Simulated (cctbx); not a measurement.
# What resolution and counting buy: LiIn2Cu4

Space group I4/mcm (no. 140), a = 7.2270 Å, b = 7.2270 Å, c = 7.1260 Å, α = 90.00°, β = 90.00°, γ = 90.00°.

| atom | mult. | x | y | z | Ueq (Å²) |
| --- | --- | --- | --- | --- | --- |
| In1 | 8 | 0.1348 | 0.3652 | 1/2 | 0.0091 |
| Cu1 | 16 | 0.6510 | 0.1510 | 0.1696 | 0.0108 |
| Li1 | 4 | 0 | 0 | 3/4 | 0.0250 |

The model was made for the exercise: a known structure type with other elements put in, its volume estimated, not relaxed; displacement parameters are assumed.

Five simulated data sets (cctbx; Mo Kα, λ = 0.71073 Å; 3 % proportional error) differ in resolution or exposure (noise floor 2 counts in the first three, 8 in the last two). Each is refined with the right model, isotropic at 1.1 Å and anisotropic otherwise. How do the figures of merit and the uncertainties move?

| d min (Å) | top counts | ⟨I/σ⟩ (unmerged, absences included) | unique | param. (scale apart) | Rint | R1 | GooF | largest s.u. xyz (fractional) | s.u. U of Li1 (Å²) | largest error (Å) |
| --- | --- | --- | --- | --- | --- | --- | --- | --- | --- | --- |
| 1.1 | 20000 | 7.4 | 51 | 6 | 0.023 | 0.0227 | 3.58 | 0.00024 | 0.0164 | 0.0029 |
| 0.84 | 20000 | 6.8 | 104 | 12 | 0.027 | 0.0084 | 0.90 | 0.00004 | 0.0034 | 0.0005 |
| 0.6 | 20000 | 5.8 | 262 | 12 | 0.030 | 0.0100 | 1.00 | 0.00003 | 0.0023 | 0.0002 |
| 0.75 | 300 | 0.6 | 141 | 12 | 0.330 | 0.0674 | 0.98 | 0.00117 | 0.0858 | 0.0103 |
| 0.75 | 3000 | 2.7 | 141 | 12 | 0.064 | 0.0266 | 0.98 | 0.00015 | 0.0112 | 0.0024 |

GooF reaches 3.58 where the model lacks something that the data hold (anisotropy at the isotropic level, for one). The s.u. of U for Li1 goes 0.0164, 0.0034, 0.0023 Å² with resolution and 0.0858, 0.0112 Å² with exposure.

The 1.1 Å row also differs in its displacement model, so it isn't a clean test of resolution.

Hardware for the 0.6 Å refinement: 0.4 s on 1 thread of Arm Neoverse V2, with other jobs on the host, peak memory 0.09 GiB.
